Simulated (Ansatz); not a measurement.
# What KVSe3 (model cell, started as cubic perovskite with V in the octahedra) distorts into, part 2 of 2

Which phase does KVSe3 (model cell, started as cubic perovskite with V in the octahedra) fall into along its unstable mode, and how much energy does it gain?

Ansatz 0.2.0; DFT PBEsol, scalar-relativistic, plane waves, PAW; PAW set soft_1.

So far, highest frequency on the path or at a solved wavevector (cm⁻¹): step 2 (response at finite wavevector) 256. Also lowest frequency on the path (cm⁻¹): step 2 -106.

The structure was built from a prototype and need not be the compound's stable phase.

## Step 5: Energy along the mode, all amplitudes (two of the runs are shown above)

An imaginary frequency means negative curvature, so the energy should fall and then rise again as anharmonic terms take over.

Numbers from this step:

- depth at the lowest point sampled: 27.02 meV/atom
- largest atomic shift at that point: 0.45 Å

Energy from the parent against largest atomic shift:

| largest atomic shift (Å) | energy from the parent (meV/atom) |
| --- | --- |
| 0.000 | 0 |
| 0.040 | -0.397 |
| 0.080 | -1.39 |
| 0.140 | -3.35 |
| 0.220 | -6.92 |
| 0.320 | -16.8 |
| 0.450 | -27.0 |
| 0.600 | -6.60 |

Displacement at unit largest shift by atom:

| atom | x (Å) | y (Å) | z (Å) | size |
| --- | --- | --- | --- | --- |
| K1 | 0.083 | -0.083 | -0.083 | 0.144 |
| V2 | -0.577 | 0.577 | 0.577 | 0.999 |
| Se3 | 0.200 | -0.200 | 0.069 | 0.291 |
| Se4 | 0.200 | 0.069 | -0.200 | 0.291 |
| Se5 | -0.069 | -0.200 | -0.200 | 0.291 |

The lowest of the steps tried is at 0.45 Å, 27.0 meV/atom below the parent; the bottom of the well need not coincide with a step.

## Step 6: Relaxation from the frozen mode

Starting from the lowest point found, all atoms and the cell are let go, so that strain and other modes of the same symmetry can join in.

File input.yaml:

```yaml
crystal:
  lattice:
    - [4.8592117424, 0.0, 0.0]
    - [0.0, 4.8592117424, 0.0]
    - [0.0, 0.0, 4.8592117424]
  atoms:
    - { symbol: K, position: [0.0076915034, -0.0076915034, -0.0076915034] }
    - { symbol: V, position: [0.4465329698, 0.5534670302, 0.5534670302] }
    - { symbol: Se, position: [0.5185191937, 0.4814808063, 0.0063566685] }
    - { symbol: Se, position: [0.5185191937, 0.0063566685, 0.4814808063] }
    - { symbol: Se, position: [-0.0063566685, 0.4814808063, 0.4814808063] }
kpoints:
  mp_grid: { grid: [8, 8, 8] }
hamiltonian:
  xc: pbesol
  pseudopotentials: { kind: paw, azcp: { folder: soft_1 }, xc_functional: pbe }
scf:
  occupations: { method: methfessel_paxton, width: 0.2 }
output:
  forces: true
  stress: true
  eigenvalues: true
relax:
  adjacent_minimum: "off"
  f_tol: 0.002
  max_steps: 120
  cell: { stress_tol: 0.03 }
```

On the command line:

```bash
$ ansatz run input.yaml --threads 8 --pin off --max-ram 16384MiB --backend cpu --events-out ev --progress --plain --runs-dir out
```

Numbers of over 12 decimals in the logs are rounded to 6 here.

What it wrote:

```text
[...]
Crystal: 5 atoms, lattice volume = 114.735 Å³
Basis set: ecut = 420 eV, 2205 PW (Γ), exchange–correlation on 72×72×72 points (8 copies of the dense FFT grid, shifted against one another)
Bands: 42, of which v1, the nominal top of the filled ones, is band 35 counted from 1 (34 counted from 0)
Symmetry: 6 space group operations
[...]
k-points: 65 of 512 (time reversal used)
[...]
SCF iter   1: F=—  HF=-20683.084294 eV  |F-HF|=—  |Δ(HF+E_count)|=         —  Δρ=2.08e-1  dr2=8.52e1  ethr=3.10e-3  ⟨swp⟩=7.1  Hψ=10218  notcnv=0
[...]
SCF iter  11: F=-20677.147908 eV  HF=-20677.147908 eV  |F-HF|=9.27e-9  |Δ(HF+E_count)|=  7.24e-10  S|Δr|=    0.00e0  Δρ=6.77e-6  dr2=7.68e-8  ethr=1.43e-10  ⟨swp⟩=6.1  Hψ=12761  notcnv=0
SCF 1 converged in 11 iterations: F = -20677.147908 eV  dr2 = 7.68e-8
[...]
relax step   1: F+E_penalty+E_count = -20677.14790828 eV  Δ(F+E_penalty+E_count) = +0.000e0 eV  max|allowed force component| = 1.830e-1 eV/Å  Δτ_max = 0.0000 Å  P = +2.169 GPa  Ω = 114.735 Å³  (11 SCF iters, dr2 threshold 1.00e-7 eV, accepted)
Crystal: 5 atoms, lattice volume = 118.832 Å³
Basis set: ecut = 420 eV, 2349 PW (Γ), exchange–correlation on 72×72×72 points (8 copies of the dense FFT grid, shifted against one another)
[...]
SCF iter   6: F=-20677.194304 eV  HF=-20677.194304 eV  |F-HF|=1.95e-7  |Δ(HF+E_count)|=   4.20e-7  S|Δr|=    0.00e0  Δρ=2.32e-5  dr2=4.75e-7  ethr=7.14e-10  ⟨swp⟩=4.8  Hψ=13740  notcnv=0
SCF 2 converged in 6 iterations: F = -20677.194304 eV  dr2 = 4.75e-7
[...]
relax step   2: F+E_penalty+E_count = -20677.19430364 eV  Δ(F+E_penalty+E_count) = -4.640e-2 eV  max|allowed force component| = 3.175e-2 eV/Å  Δτ_max = 0.0356 Å  P = +0.075 GPa  Ω = 118.832 Å³  energy of the carried Pulay correction = -7.527e-4 eV  (6 SCF iters, dr2 threshold 5.00e-7 eV, accepted)
Crystal: 5 atoms, lattice volume = 119.239 Å³
Basis set: ecut = 420 eV, 2361 PW (Γ), exchange–correlation on 72×72×72 points (8 copies of the dense FFT grid, shifted against one another)
[...]
SCF iter   6: F=-20677.198013 eV  HF=-20677.198013 eV  |F-HF|=9.06e-8  |Δ(HF+E_count)|=   9.39e-8  S|Δr|=    0.00e0  Δρ=7.41e-6  dr2=9.00e-8  ethr=7.14e-10  ⟨swp⟩=5.6  Hψ=11966  notcnv=0
SCF 3 converged in 6 iterations: F = -20677.198013 eV  dr2 = 9.00e-8
[...]
relax step   3: F+E_penalty+E_count = -20677.19801251 eV  Δ(F+E_penalty+E_count) = -3.709e-3 eV  max|allowed force component| = 3.937e-2 eV/Å  Δτ_max = 0.0139 Å  P = -0.022 GPa  Ω = 119.239 Å³  energy of the carried Pulay correction = -8.259e-4 eV  (6 SCF iters, dr2 threshold 5.00e-7 eV, accepted)
[...]
relax step   4: F+E_penalty+E_count = -20677.19826083 eV  Δ(F+E_penalty+E_count) = -2.483e-4 eV  max|allowed force component| = 1.602e-2 eV/Å  Δτ_max = 0.0056 Å  P = -0.046 GPa  Ω = 119.600 Å³  energy of the carried Pulay correction = -8.909e-4 eV  (6 SCF iters, dr2 threshold 9.69e-8 eV, accepted)
[...]
relax step   5: F+E_penalty+E_count = -20677.19835084 eV  Δ(F+E_penalty+E_count) = -9.001e-5 eV  max|allowed force component| = 6.304e-3 eV/Å  Δτ_max = 0.0019 Å  P = -0.008 GPa  Ω = 119.496 Å³  energy of the carried Pulay correction = -8.721e-4 eV  (5 SCF iters, dr2 threshold 1.60e-8 eV, accepted)
[...]
relax step   6: F+E_penalty+E_count = -20677.19835045 eV  Δ(F+E_penalty+E_count) = +3.915e-7 eV  max|allowed force component| = 5.315e-4 eV/Å  Δτ_max = 0.0011 Å  P = -0.010 GPa  Ω = 119.539 Å³  energy of the carried Pulay correction = -8.799e-4 eV  (6 SCF iters, dr2 threshold 2.48e-9 eV, accepted)
[...]
SCF iter   8: F=-20677.199372 eV  HF=-20677.199372 eV  |F-HF|=1.46e-11  |Δ(HF+E_count)|=  3.64e-12  S|Δr|=    0.00e0  Δρ=5.99e-8  dr2=6.43e-12  ethr=1.00e-12  ⟨swp⟩=5.4  Hψ=12550  notcnv=0
SCF 7 converged in 8 iterations: F = -20677.199372 eV  dr2 = 6.43e-12
relax step   7: F+E_penalty+E_count = -20677.19937154 eV  Δ(F+E_penalty+E_count) = -1.021e-3 eV  max|allowed force component| = 7.939e-4 eV/Å  Δτ_max = 0.0000 Å  P = -0.005 GPa  Ω = 119.539 Å³  stress off target by 1.08e-2 GPa  SCF on the basis re-selected at this cell (its energy is not comparable with the rows above)  (8 SCF iters)
basis re-selected at this cell: Δ(F+E_penalty+E_count) = -1.021e-3 eV, ΔP = +0.004 GPa vs the last step (what re-selecting the basis moved, of the pressure what is left beyond the Pulay correction that the steps carried, after the strain that the cell walked since its last selection, with what the two solves' SCF thresholds leave and, on support functions, any second-order correction that the steps lacked; it is no m [...]
SCF converged after 8 iterations
[...]
Free energy (F): -20677.199372 eV
[...]
Internal energy: -20677.212489 eV  (E = F + TS)
E sigma→0 (E₀):  -20677.202651 eV
Entropy (-TS):   0.013117 eV (2.623 meV/atom)
Fermi energy:    7.974287 eV
[...]
--- Forces (eV/Å), atoms counted from 1 ---
  atom   1  K     -0.00003473     0.00003473     0.00003473
  atom   2  V      0.00045425    -0.00045425    -0.00045425
  atom   3  Se    -0.00060662     0.00060662    -0.00079392
  atom   4  Se    -0.00060662    -0.00079392     0.00060662
  atom   5  Se     0.00079392     0.00060662     0.00060662
  max |Σ_I F_I| component: 2.05e-7 eV/Å
--- Stress (GPa, compression-positive) ---
       -0.005448      -0.005398      -0.005398
       -0.005398      -0.005448       0.005398
       -0.005398       0.005398      -0.005448
  P = ⅓ Tr σ = -0.0054 GPa (-0.054 kbar)
--- Band table (eV; the first three rows and the last of 65) ---
  k-point 0: bands = [... 31 lower, 6.0649, 6.4282, 6.4282, 6.9940, 8.4520, 8.4520, 8.9778, 9.5408, ... 3 higher]
  k-point 1: bands = [... 31 lower, 5.9565, 6.3221, 6.4950, 6.9274, 8.1687, 8.5510, 8.8944, 9.5287, ... 3 higher]
  k-point 2: bands = [... 31 lower, 5.8328, 6.0402, 6.3246, 6.8465, 7.9602, 8.7565, 8.8764, 9.4811, ... 3 higher]
  k-point 64: bands = [... 31 lower, 4.7310, 7.9623, 8.1778, 8.1778, 8.3119, 8.4460, 8.4460, 11.0574, ... 3 higher]
--- Relaxed structure (6 steps of the walk, 6 accepted, 1 SCFs on fresh bases) ---
  F+E_penalty+E_count = -20677.19937154 eV   max|allowed force component| = 7.939e-4 eV/Å   (the final SCF, on the basis selected at the relaxed cell)
  cell:  # Å, volume = 119.5394 Å³
    - [4.927298, -0.077068, -0.077068]
    - [-0.077068, 4.927298, 0.077068]
    - [-0.077068, 0.077068, 4.927298]
  atoms:
    - { symbol: K, position: [0.013881, -0.013881, -0.013881] }
    - { symbol: V, position: [0.442708, 0.557292, 0.557292] }
    - { symbol: Se, position: [0.518928, 0.481072, 0.00953797] }
    - { symbol: Se, position: [0.518928, 0.00953797, 0.481072] }
    - { symbol: Se, position: [-0.00953797, 0.481072, 0.481072] }
```

It took 32 s on 8 threads of Arm Neoverse V2, shared host; peak memory 0.71 GiB.

The steps of the relaxation:

| step | energy less that of the first step (eV) | largest force component (eV/Å) | pressure (GPa) | volume (Å³) |
| --- | --- | --- | --- | --- |
| 1 | 0.0000 | 0.1830 | 2.17 | 114.74 |
| 2 | -0.0464 | 0.0317 | 0.07 | 118.83 |
| 3 | -0.0501 | 0.0394 | -0.02 | 119.24 |
| 4 | -0.0504 | 0.0160 | -0.05 | 119.60 |
| 5 | -0.0504 | 0.0063 | -0.01 | 119.50 |
| 6 | -0.0504 | 0.0005 | -0.01 | 119.54 |
| 7* | -0.0515 | 0.0008 | -0.01 | 119.54 |

Relaxation steps marked * repeat the geometry before them on a plane-wave basis chosen anew for their cell, so energy and pressure can jump there.

The run keeps the 6 symmetry operations that it works with, so distortions that break them were not tested.

| conventional cell, symmetrised | before | after | change |
| --- | --- | --- | --- |
| a (Å) | 6.872 | 6.859 | -0.2 % |
| b (Å) | 6.872 | 6.859 | -0.2 % |
| c (Å) | 8.416 | 8.801 | +4.6 % |
| volume (Å³/atom) | 22.95 | 23.91 | +4.2 % |

The atoms that moved most (Å, as changes of fractional coordinates times the final cell):

| atom | dx | dy | dz | length |
| --- | --- | --- | --- | --- |
| K1 | 0.031 | -0.031 | -0.031 | 0.054 |
| V2 | -0.019 | 0.019 | 0.019 | 0.034 |
| Se5 | -0.016 | -0.002 | -0.002 | 0.016 |
| Se3 | 0.002 | -0.002 | 0.016 | 0.016 |
| Se4 | 0.002 | 0.016 | -0.002 | 0.016 |

This step gave:

- pressure: -0.005448 GPa
- volume per atom: 23.91 Å³

The distorted start has space group R3m; the relaxation ends in R3m.

## Step 7: The new phase in its own primitive cell

The relaxed structure is symmetrised, reduced to its primitive cell and relaxed tightly, as its phonons need.

input.yaml, the sections that differ from step 6:

```yaml
crystal:
  lattice:
    - [3.4296304617, 1.9800980703, 2.9337676996]
    - [-3.4296304617, 1.9800980703, 2.9337676996]
    - [0.0, -3.9601961406, 2.9337676996]
  atoms:
    - { symbol: K, position: [0.0138808792, 0.0138808792, 0.0138808792] }
    - { symbol: V, position: [0.4427077439, 0.4427077439, 0.4427077439] }
    - { symbol: Se, position: [0.5189277692, 0.9904620306, 0.5189277692] }
    - { symbol: Se, position: [0.9904620306, 0.5189277692, 0.5189277692] }
    - { symbol: Se, position: [0.5189277692, 0.5189277692, 0.9904620306] }
kpoints:
  mp_grid: { grid: [9, 9, 9] }
relax:
  adjacent_minimum: "off"
  f_tol: 0.001
  max_steps: 60
  cell: { stress_tol: 0.01 }
# hamiltonian, scf, output: as in step 6
```

What it wrote:

```text
[...]
Crystal: 5 atoms, lattice volume = 119.539 Å³
Basis set: ecut = 420 eV, 2361 PW (Γ), exchange–correlation on 72×72×72 points (8 copies of the dense FFT grid, shifted against one another)
Bands: 42, of which v1, the nominal top of the filled ones, is band 35 counted from 1 (34 counted from 0)
Symmetry: 6 space group operations
[...]
k-points: 85 of 729 (time reversal used)
[...]
cell:  # Å, volume = 119.2468 Å³
    - [3.427757, 1.979016, 2.929788]
    - [-3.427757, 1.979016, 2.929788]
    - [-4.1320378016577653e-19, -3.958033, 2.929788]
  atoms:
    - { symbol: K, position: [0.013793, 0.013793, 0.013793] }
    - { symbol: V, position: [0.443693, 0.443693, 0.443693] }
    - { symbol: Se, position: [0.518648, 0.990124, 0.518648] }
    - { symbol: Se, position: [0.990124, 0.518648, 0.518648] }
    - { symbol: Se, position: [0.518648, 0.518648, 0.990124] }
[key lines of the parts left out:]
SCF converged after 6 iterations
Free energy (F): -20677.196116 eV
Fermi energy:    8.021238 eV
P = ⅓ Tr σ = 0.0050 GPa (0.050 kbar)
```

Wall time 29 s (8 threads); peak memory 0.77 GiB; 3.7 min of CPU time.

The steps of the relaxation:

| step | energy less that of the first step (eV) | largest force component (eV/Å) | pressure (GPa) | volume (Å³) |
| --- | --- | --- | --- | --- |
| 1 | 0.0000 | 0.0619 | 0.01 | 119.54 |
| 2 | -0.0003 | 0.0289 | 0.01 | 119.44 |
| 3 | -0.0003 | 0.0256 | -0.05 | 119.24 |
| 4 | -0.0004 | 0.0007 | 0.01 | 119.25 |
| 5* | -0.0004 | 0.0007 | 0.01 | 119.25 |

Relaxation steps marked * repeat the geometry before them on a plane-wave basis chosen anew for their cell, so energy and pressure can jump there.

The run keeps the 6 symmetry operations that it works with, so distortions that break them were not tested.

| conventional cell, symmetrised | before | after | change |
| --- | --- | --- | --- |
| a (Å) | 6.859 | 6.856 | -0.1 % |
| b (Å) | 6.859 | 6.856 | -0.1 % |
| c (Å) | 8.801 | 8.789 | -0.1 % |
| volume (Å³/atom) | 23.91 | 23.85 | -0.2 % |

Final coordinates:

```xyz
5
Lattice="3.4278 1.9790 2.9298 -3.4278 1.9790 2.9298 0.0000 -3.9580 2.9298" Properties=species:S:1:pos:R:3 pbc="T T T"
K     0.0000    0.0000    0.1212
V     0.0000    0.0000    3.8998
Se   -1.6161    0.9331    5.9399
Se    1.6161    0.9331    5.9399
Se    0.0000   -1.8661    5.9399
```

Numbers from this step:

- pressure: 0.005042 GPa
- volume per atom: 23.85 Å³

The largest force component left is 0.65 meV/Å and the pressure is 0.005 GPa, within the tolerances set. The cell now holds 23.85 Å³/atom.

## Step 8: Modes of the new phase, k-mesh 9×9×9

A relaxed structure may still be a saddle point, so its zone-centre modes are computed. No field response is asked, since the mesh shows no gap.

input.yaml, the sections that differ from step 7:

```yaml
crystal:
  lattice:
    - [3.4277570096, 1.9790164322, 2.9297875712]
    - [-3.4277570096, 1.9790164322, 2.9297875712]
    - [0.0, -3.9580328644, 2.9297875712]
  atoms:
    - { symbol: K, position: [0.0137933202, 0.0137933202, 0.0137933202] }
    - { symbol: V, position: [0.4436930717, 0.4436930717, 0.4436930717] }
    - { symbol: Se, position: [0.5186476898, 0.9901244206, 0.5186476898] }
    - { symbol: Se, position: [0.9901244206, 0.5186476898, 0.5186476898] }
    - { symbol: Se, position: [0.5186476898, 0.5186476898, 0.9901244206] }
output:
  eigenvalues: true
phonons:
  method: dfpt
# kpoints, hamiltonian, scf: as in step 7
# relax: removed
```

What it wrote:

```text
[...]
Crystal: 5 atoms, lattice volume = 119.247 Å³
Basis set: ecut = 420 eV, 2361 PW (Γ), exchange–correlation on 72×72×72 points (8 copies of the dense FFT grid, shifted against one another)
Bands: 42, of which v1, the nominal top of the filled ones, is band 35 counted from 1 (34 counted from 0)
Symmetry: 6 space group operations
k-points: 365 of 729 (irreducible under 1 space group operation, time reversal used)
[...]
SCF iter   1: F=—  HF=-20683.346420 eV  |F-HF|=—  |Δ(HF+E_count)|=         —  Δρ=2.09e-1  dr2=9.13e1  ethr=3.10e-3  ⟨swp⟩=6.9  Hψ=57710  notcnv=0
[...]
SCF iter  16: F=-20677.196116 eV  HF=-20677.196116 eV  |F-HF|=1.09e-11  |Δ(HF+E_count)|=  1.82e-11  S|Δr|=    0.00e0  Δρ=8.27e-8  dr2=8.95e-12  ethr=1.00e-12  ⟨swp⟩=6.0  Hψ=76694  notcnv=0
SCF 1 converged in 16 iterations: F = -20677.196116 eV  dr2 = 8.95e-12
[...]
DFPT response loops at Γ: preconditioner auto → Kerker (q_TF=auto, 2.497 Å⁻¹) (partly filled bands, converged f_vac=0.033); β = 1.00, the filter's whole step (`scf.mixing.beta` (0.50) is not read by the response loops under this deck's `scf.mixing.preconditioner`; to damp them name `kerker` or `kerker_dos`, under which they read `scf.mixing.beta`, and type it under 1.00, their step now; both keys bind the ground state too); Broyden in place of MSR1
SCF converged after 16 iterations
[...]
Free energy (F): -20677.196116 eV
[...]
Internal energy: -20677.199243 eV  (E = F + TS)
E sigma→0 (E₀):  -20677.196898 eV
Entropy (-TS):   0.003127 eV (0.625 meV/atom)
Fermi energy:    8.021238 eV
Step filling:    the computed levels leave a gap of 0.0000 eV = 0.0 smearing widths at the electron count; against every level under it full and every level over it empty, smearing changes F+E_penalty+E_count by +2.450 meV and its σ→0 estimate by +1.668 meV
[...]
--- Band table (eV; the first three rows and the last of 365) ---
  k-point 0: bands = [... 31 lower, 6.1081, 6.4845, 6.4845, 7.0186, 8.4616, 8.4616, 8.9880, 9.5507, ... 3 higher]
  k-point 1: bands = [... 31 lower, 6.0167, 6.3945, 6.5453, 6.9675, 8.2253, 8.5451, 8.9093, 9.5418, ... 3 higher]
  k-point 2: bands = [... 31 lower, 5.9061, 6.1500, 6.4419, 6.8975, 7.9814, 8.7278, 8.8879, 9.5072, ... 3 higher]
  k-point 364: bands = [... 31 lower, 5.7002, 6.0156, 6.0835, 6.8569, 8.2905, 8.4913, 9.0368, 9.6267, ... 3 higher]
--- Phonons (Γ-DFPT): 6 representative perturbations + reference, on 365 of 729 k-points (Σ response iterations 22) ---
  k mesh reduced under 1 symmetry operation, with k and −k counted as one. Each operation leaves every solved perturbation unchanged. A smaller set is not used because it would not reduce the number of displacements times k-points to solve
  ASR residual: 2.977e-5 → 0.000e0 eV/Å²; symmetrization residual: 7.703e-6 eV/Å²
  ASR residual per site (eV/Å²): 2.98e-5 1.87e-5 1.93e-5 1.93e-5 2.00e-5
[...]
non-analytic LO–TO correction: not included (Born effective charges unavailable; polar crystals: no LO–TO splitting at Γ)
```

Wall time 3.6 min (8 threads); peak memory 5.6 GiB; 27 min of CPU time.

This step gave:

| Property | Result |
| --- | --- |
| sum-rule residual before enforcement | 2.98e-5 eV/Å² |
| point group | 3m |
| highest optical mode at the zone centre (no LO-TO term) | 251.3 cm⁻¹ |
| lowest optical zone-centre mode | -66.19 cm⁻¹ |

Patterns of degenerate modes are one choice out of their space. Modes at Γ, with each element's share of the kinetic energy (negative means imaginary):

| mode | frequency (cm⁻¹) | symmetry | K % | V % | Se % |
| --- | --- | --- | --- | --- | --- |
| 1 | -66.2 | E | 1 | 25 | 74 |
| 2 | -66.2 | E | 1 | 25 | 74 |
| 3 | 0.0 | acoustic | 12 | 16 | 72 |
| 4 | 0.0 | acoustic | 12 | 16 | 72 |
| 5 | 0.0 | acoustic | 12 | 16 | 72 |
| 6 | 58.2 | A2 | 0 | 0 | 100 |
| 7 | 97.1 | E | 54 | 11 | 35 |
| 8 | 97.1 | E | 54 | 11 | 35 |
| 9 | 98.0 | A1 | 87 | 4 | 9 |
| 10 | 122.4 | E | 33 | 8 | 59 |
| 11 | 122.4 | E | 33 | 8 | 59 |
| 12 | 149.9 | A1 | 1 | 33 | 65 |
| 13 | 244.0 | E | 0 | 40 | 60 |
| 14 | 244.0 | E | 0 | 40 | 60 |
| 15 | 251.3 | A1 | 0 | 47 | 53 |

Displacements in mode 1 (-66.2 cm⁻¹), the largest set to 1:
```
K1  -0.17 -0.02  0.00
V2   1.00  0.10  0.00
Se3 -0.26  0.13 -0.87
Se4 -0.28 -0.15  0.98
Se5 -0.02 -0.04 -0.11
```

Displacements in mode 10 (122.4 cm⁻¹), the largest set to 1:
```
K1  -1.00  0.08  0.00
V2  -0.42  0.04  0.00
Se3 -0.01  0.37 -0.06
Se4  0.06 -0.45  0.05
Se5  0.73  0.02  0.01
```

Before it was imposed, the acoustic sum rule was missed by 3.0e-5 eV/Å². Small misses are needed for a sound result but don't prove that mesh and cutoff are converged. The lowest optical mode is imaginary, 66.2i cm⁻¹, so the energy falls along it.

## Step 9: Summary of results

| Quantity | Value |
| --- | --- |
| unstable mode of the parent | q = (0, 0, 0), 106i cm⁻¹ |
| depth at the lowest point sampled | 27.0 meV/atom |
| largest atomic shift at that point | 0.45 Å |
| space group reached (within 0.01 Å) | R3m |
| energy gained over the parent (first relaxation, on the mesh of the frozen mode) | 37.3 meV/atom |
| volume per atom, phase reached | 23.8 Å³ |
| lowest optical zone-centre mode, phase reached | -66.2 cm⁻¹ |
| highest optical mode at the zone centre (no LO-TO term), phase reached | 251 cm⁻¹ |

In words: Along this mode the structure falls into R3m, 37.3 meV/atom below the parent. At the parent's cell the well is 27.02 meV/atom deep on the steps tried, with its lowest point at a shift of 0.45 Å. Relaxing atoms and cell changes the gain by +10.31 meV/atom against the lowest step (energies at zero smearing). The new phase still has an imaginary mode at the zone centre of its cell, so it is a saddle point on the way to a lower structure. Of the 4 patterns followed to their end from this parent, this one ends 18.3 meV/atom above the lowest, P4mm. Each path keeps the symmetry of its pattern, so a lower phase may lie along a pattern not tried. With no gap, or one that is small against the smearing, the frequencies hang on the k mesh and the smearing, most of all near Kohn anomalies. The phonon runs are without spin polarisation, although V often carries a moment. The PAW files were made for PBE and serve the other functionals too. A phonon run warned that its eigensolver left some bands unconverged in a pass. The starting cell was built on a prototype and not taken from a measurement, so the phase need not exist.

[Logs are printed without paths, hosts, clocks, repeated set-up lines and the standing remarks that a program may print on its own settings, such as how far it seeks lower states.]

[Hosts, paths, dates, database ids (printed as entryN), source tags and the programs' standing remarks are cut or masked in the printed files.]
